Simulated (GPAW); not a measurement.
## Optical response of ScPt3

Aim: the dielectric function of ScPt3, and the optical constants that follow from it.

Calculated with GPAW 26.7.0; DFT, LDA, plane-wave PAW (GPAW data sets), scalar-relativistic, RPA, optical limit.

Report form: the programs' logs are mostly left out.

## Step 1: The structure

The structure is cubic, space group Pm-3m (No. 221). The conventional cell has a = 3.958 Å, b = 3.958 Å, c = 3.958 Å, α = 90.00°, β = 90.00°, γ = 90.00°. Nearest to Pt lie 8 Pt at 2.80 Å and 4 Sc at 2.80 Å. Sc has 12 Pt at 2.80 Å nearest. Farther neighbours are not listed.

Coordinates:

```cif
data_structure
_symmetry_space_group_name_H-M 'P 1'
_symmetry_Int_Tables_number 1
_cell_length_a 3.9580
_cell_length_b 3.9580
_cell_length_c 3.9580
_cell_angle_alpha 90.000
_cell_angle_beta 90.000
_cell_angle_gamma 90.000
_cell_volume 62.01
loop_
_atom_site_label
_atom_site_type_symbol
_atom_site_fract_x
_atom_site_fract_y
_atom_site_fract_z
_atom_site_occupancy
Pt1 Pt 0.50000 0.50000 0.00000 1
Pt2 Pt 0.50000 0.00000 0.50000 1
Pt3 Pt 0.00000 0.50000 0.50000 1
Sc4 Sc 0.00000 0.00000 0.00000 1
```

## Step 2: Ground state

First the ground state: is it a metal or has it a gap?

This step: DFT, LDA, plane-wave PAW (GPAW data sets), scalar-relativistic, ground state (GPAW 26.7.0).

The input, gs.py:

```python
from ase import Atoms
from ase.dft.bandgap import bandgap
from gpaw import GPAW, PW, FermiDirac

atoms = Atoms(['Pt', 'Pt', 'Pt', 'Sc'],
              cell=[[3.95800000, 0.00000000, 0.00000000],
                    [0.00000000, 3.95800000, 0.00000000],
                    [0.00000000, 0.00000000, 3.95800000]],
              scaled_positions=[[0.50000000, 0.50000000, 0.00000000],
                                [0.50000000, 0.00000000, 0.50000000],
                                [0.00000000, 0.50000000, 0.50000000],
                                [0.00000000, 0.00000000, 0.00000000]],
              pbc=[True, True, True])
atoms.calc = GPAW(mode=PW(400), xc='LDA', kpts={'size': (6, 6, 6), 'gamma': True},
                  occupations=FermiDirac(0.05), maxiter=150, txt='gs.txt')
print('energy (eV)', atoms.get_potential_energy())
print('Fermi level (eV)', atoms.calc.get_fermi_level())
print('valence electrons', atoms.calc.get_number_of_electrons())
print('gap (eV)', bandgap(atoms.calc, output=None)[0])
print('direct gap (eV)', bandgap(atoms.calc, direct=True, output=None)[0])
atoms.calc.write('gs.gpw')
```

On the command line:

```bash
OMP_NUM_THREADS=1 python gs.py
```

Run time: 33 s. Hardware: 1 thread of Arm Neoverse N1, shared host; peak memory 0.16 GiB.

This step gave:

```
energy       : -33.13 eV
Fermi energy : 10.75 eV
electrons    : 59
```

There are states at the Fermi level within the smearing, so the occupations stay smeared and the carriers get a Drude term.

## Step 3: Bands for the response

At the fixed density, many empty bands are solved on the mesh of the response, since the spectrum sums over them.

This step: DFT, LDA, plane-wave PAW (GPAW data sets), scalar-relativistic, bands at fixed density (GPAW 26.7.0).

The input, nscf.py:

```python
from ase.dft.bandgap import bandgap
from gpaw import GPAW, FermiDirac

calc = GPAW('gs.gpw').fixed_density(kpts={'size': (8, 8, 8), 'gamma': True}, nbands=56, convergence={'bands': 50},
                                    occupations=FermiDirac(0.05), txt='nscf.txt')
print('gap (eV)', bandgap(calc, output=None)[0])
print('direct gap (eV)', bandgap(calc, direct=True, output=None)[0])
calc.write('full.gpw', mode='all')
```

On the command line:

```bash
OMP_NUM_THREADS=1 python nscf.py
```

The job ended after 79 s (1 thread; peak memory 0.2 GiB).

## Step 4: Dielectric function, RPA

Transitions between filled and empty bands, summed over the zone, give the optical response, so mesh, band count and broadening shape it.

The induced potential is part of this response.

This step: DFT, LDA, plane-wave PAW (GPAW data sets), scalar-relativistic, RPA, optical limit (GPAW 26.7.0).

The input, df.py:

```python
from gpaw.response.df import DielectricFunction

df = DielectricFunction('full.gpw', frequencies={'type': 'nonlinear', 'domega0': 0.03, 'omega2': 8},
                        ecut=80,
                        eta=0.1,
                        nbands=50,
                        rate=0.1,
                        txt='df.txt')
for direction in ['x']:
    df.get_dielectric_function(xc='RPA', direction=direction, filename=f'df_{direction}.csv')
```

On the command line:

```bash
OMP_NUM_THREADS=1 python df.py
```

The job ended after 26 s (1 thread; peak memory 0.46 GiB).

Some rows of df_x.csv (energy; Re and Im without local fields; Re and Im with them):

```text
0.000000, 4334.950225, 0.000000, 4334.469836, 0.000000
0.460735, -138.370305, 92.113075, -138.868445, 92.092054
0.943989, -21.825776, 27.335752, -22.362566, 27.234760
1.451455, 4.829646, 23.549254, 4.315925, 23.364031
1.984998, 13.645304, 22.869078, 13.069453, 22.708204
2.546682, 0.859915, 32.353151, 0.645642, 31.977755
3.138794, -13.488197, 18.637582, -14.488611, 18.499039
3.763875, -3.810454, 11.245888, -4.776122, 10.112794
4.424758, -9.012966, 12.807358, -8.092112, 12.162932
5.124608, -5.752815, 6.343604, -5.403132, 6.173921
5.866977, -3.985960, 5.007875, -3.707468, 4.869487
6.655862, -2.949012, 3.863255, -2.784320, 3.842166
7.495775, -2.143651, 3.691880, -1.859821, 3.542811
8.391833, -1.371651, 3.324511, -1.235674, 3.447053
9.349861, -1.502460, 2.657930, -1.477609, 2.699049
10.376517, -1.033837, 2.642819, -1.069284, 2.657138
11.479449, -0.715161, 1.415203, -0.786226, 1.383054
12.667487, -0.387553, 1.746559, -0.433770, 1.658794
13.950874, -0.038826, 1.362632, -0.067692, 1.304836
```

The Im ε, E ∥ x has structure finer than the step of the table below, so its rows give means over 0.5 eV, whole bins alone (the curve runs from 0.305 to 15.0 eV). Peaks (eV: height): 1.56: 25.5, 2.17: 38.4, 2.59: 32.3.

Sum at mesh points, not converged in k. Im ε, E ∥ x against photon energy; means over each step:

photon energy (eV), Im ε, E ∥ x and a bar:
```
      1.0         27 ############################
      1.5         23 #######################
      2.0         27 ############################
      2.5         29 ##############################
      3.0         23 ########################
      3.5         12 ############
      4.0         12 ###########
      4.5         11 ###########
      5.0          7 ######
      5.5          5 ####
      6.0          5 ####
      6.5          4 ###
      7.0          4 ###
      7.5          4 ###
      8.0          4 ###
      8.5          4 ##
      9.0          3 ##
      9.5          3 ##
     10.0          3 #
     10.5          2 #
     11.0          2 #
     11.5          1 
     12.0          2 
     12.5          2 
     13.0          1 
     13.5          1 
     14.0          1 
     14.5          1
```

Values under 1 per cm are given as 1; sum at mesh points, not converged in k. Absorption coefficient, E ∥ x against photon energy:

```
photon energy (eV)  absorption coefficient, E ∥ x (1/cm)
             0.492                                 5.7e5
             1.010                                 4.9e5
             1.486                                 4.7e5
             1.985                                 5.2e5
             2.508                                 9.4e5
             3.018                                 1.4e6
             3.510                                 1.2e6
             3.980                                 1.1e6
             4.516                                 1.5e6
             4.981                                 1.4e6
             5.515                                 1.3e6
             6.021                                 1.3e6
             6.494                                 1.3e6
             6.985                                 1.2e6
             7.496                                 1.3e6
             8.026                                 1.3e6
             8.516                                 1.3e6
             9.023                                 1.4e6
             9.483                                 1.4e6
            10.026                                 1.4e6
            10.519                                 1.6e6
            11.029                                 1.4e6
            11.479                                 1.3e6
            12.023                                 1.3e6
            12.504                                 1.3e6
            13.000                                 1.3e6
            13.512                                 1.3e6
            14.040                                 1.2e6
            14.493                                 1.3e6
```

The reflectivity at normal incidence, E ∥ x has structure finer than the step of the table below, so its rows give means over 0.25 eV, whole bins alone (the curve runs from 0.305 to 15.0 eV). Peaks (eV: height): 3.179: 70.7, 4.793: 64.5, 8.831: 42.2, 11.328: 42.2.

Sum at mesh points, not converged in k. Table of reflectivity at normal incidence, E ∥ x by photon energy; means over each step:

```
photon energy (eV)  reflectivity at normal incidence, E ∥ x (%)
              0.50                                         90.5
              0.75                                         82.7
              1.00                                         71.4
              1.25                                         57.8
              1.50                                         54.3
              1.75                                         51.9
              2.00                                         52.5
              2.25                                         61.2
              2.50                                         59.6
              2.75                                         62.0
              3.00                                         67.7
              3.25                                         67.9
              3.50                                         59.8
              3.75                                         56.1
              4.00                                         51.4
              4.25                                         55.9
              4.50                                         62.3
              4.75                                         63.5
              5.00                                         61.1
              5.25                                         57.8
              5.50                                         55.2
              5.75                                         52.5
              6.00                                         51.1
              6.25                                         47.2
              6.50                                         46.7
              6.75                                         45.6
              7.00                                         41.2
              7.25                                         38.2
              7.50                                         40.8
              7.75                                         36.5
              8.00                                         36.2
              8.25                                         36.9
              8.50                                         34.5
              8.75                                         38.6
              9.00                                         37.4
              9.25                                         40.0
              9.50                                         37.3
              9.75                                         36.4
             10.00                                         35.0
             10.25                                         34.6
             10.50                                         38.0
             10.75                                         39.6
             11.00                                         37.2
             11.25                                         40.1
             11.50                                         34.0
             11.75                                         26.0
             12.00                                         29.1
             12.25                                         27.0
             12.50                                         27.2
             12.75                                         27.9
             13.00                                         28.2
             13.25                                         22.8
             13.50                                         22.8
             13.75                                         21.2
             14.00                                         18.5
             14.25                                         17.3
             14.50                                         18.9
             14.75                                         16.9
```

The loss function −Im 1/ε at q → 0, E ∥ x has structure finer than the step of the table below, so its rows give means over 0.5 eV, whole bins alone (the curve runs from 0.305 to 15.0 eV). Peaks (eV: height): 11.63: 0.615, 13.77: 0.822, 14.77: 0.837.

Sum at mesh points, not converged in k. Loss function −Im 1/ε at q → 0, E ∥ x against energy loss; means over each step:

energy loss (eV), loss function −Im 1/ε at q → 0, E ∥ x and a bar:
```
      1.0      0.028 
      1.5      0.043 #
      2.0      0.033 
      2.5      0.034 
      3.0      0.034 
      3.5      0.060 #
      4.0      0.077 ##
      4.5      0.061 #
      5.0      0.083 ##
      5.5      0.116 ###
      6.0      0.145 #####
      6.5      0.172 ######
      7.0      0.219 ########
      7.5      0.228 ########
      8.0      0.245 #########
      8.5      0.255 #########
      9.0      0.250 #########
      9.5      0.292 ###########
     10.0      0.323 ############
     10.5      0.314 ###########
     11.0      0.370 ##############
     11.5      0.523 ####################
     12.0      0.535 ####################
     12.5      0.561 #####################
     13.0      0.654 #########################
     13.5      0.723 ############################
     14.0      0.782 ##############################
     14.5      0.761 #############################
```

The Im ε, E ∥ x has structure finer than the step of the table below, so its rows give means over 0.5 eV, whole bins alone (the curve runs from 0.305 to 15.0 eV). Peaks (eV: height): without local fields 1.56: 25.7, 2.17: 38.7, 2.59: 32.6, 4.29: 16.0; with local fields 1.56: 25.5, 2.17: 38.4, 2.59: 32.3.

Sum at mesh points, not converged in k. Im ε, E ∥ x against photon energy; means over each step:

```
photon energy (eV)  without local fields  with local fields
               1.0                  27.4               27.3
               1.5                  23.0               22.8
               2.0                  27.5               27.3
               2.5                  29.5               29.2
               3.0                  23.5               23.5
               3.5                  12.8               12.1
               4.0                  13.5               12.0
               4.5                  12.0               11.3
               5.0                  6.79               6.56
               5.5                  5.53               5.31
               6.0                  4.75               4.57
               6.5                  4.35               4.21
               7.0                  3.82               3.66
               7.5                  3.80               3.68
               8.0                  3.62               3.60
               8.5                  3.43               3.54
               9.0                  3.23               3.27
               9.5                  2.70               2.74
              10.0                  2.53               2.58
              10.5                  2.46               2.47
              11.0                  1.96               1.96
              11.5                  1.50               1.47
              12.0                  1.73               1.70
              12.5                  1.69               1.63
              13.0                  1.46               1.38
              13.5                  1.45               1.34
              14.0                  1.35               1.27
              14.5                  1.41               1.32
```

At chosen wavelengths:

```
wavelength (nm)     n      k  R (%)     1/α
           1550  2.76  6.494   80.4   19 nm
           1064  2.91  3.947   62.3   21 nm
            633  4.27  2.552   50.2   20 nm
            405  2.51  4.441   68.7  7.3 nm
            365  1.83  3.265   60.8  8.9 nm
            308  2.13  2.728   50.6  9.0 nm
            248  1.16  2.703   61.1  7.3 nm
```

A polished face would reflect 59 % of daylight and look light grey (CIE x = 0.301, y = 0.325 under D65).

## Step 5: Summary of results

**Reading.** At this level (LDA, RPA) ScPt3 is a metal. The mesh is too coarse to trust the carriers' weight, the reflectivity or the colour to better than tens of per cent. A polished face would reflect 59 % of daylight and look light grey (CIE x = 0.301, y = 0.325 under D65). The carriers' damping of 0.1 eV is typed, not computed; it shapes the response at the lowest energies. Spin-orbit coupling is left out although heavy atoms are present. In this version of GPAW the matrix elements of the optical limit are incomplete, which can lower ε − 1 by up to a tenth where first-row anions or d states rule, and shift it by more in d metals. GPAW's carrier term has the form −ωp²/(ω + i·rate)², which damps like twice the rate and fails at low energy, so the curves leave the lowest energies out. The sum runs over mesh points 0.20 Å⁻¹ apart with no interpolation, so peaks are partly noise of the mesh, and the Drude plasma energy, a sum over the Fermi surface, isn't converged.

[Machine, clock and banner lines and Python warnings are left out of the logs.]

[Logs are printed without paths, hosts, clocks, repeated set-up lines and the standing remarks that a program may print on its own settings, such as how far it seeks lower states.]

[Hosts, paths, dates, database ids (printed as entryN), source tags and the programs' standing remarks are cut or masked in the printed files.]
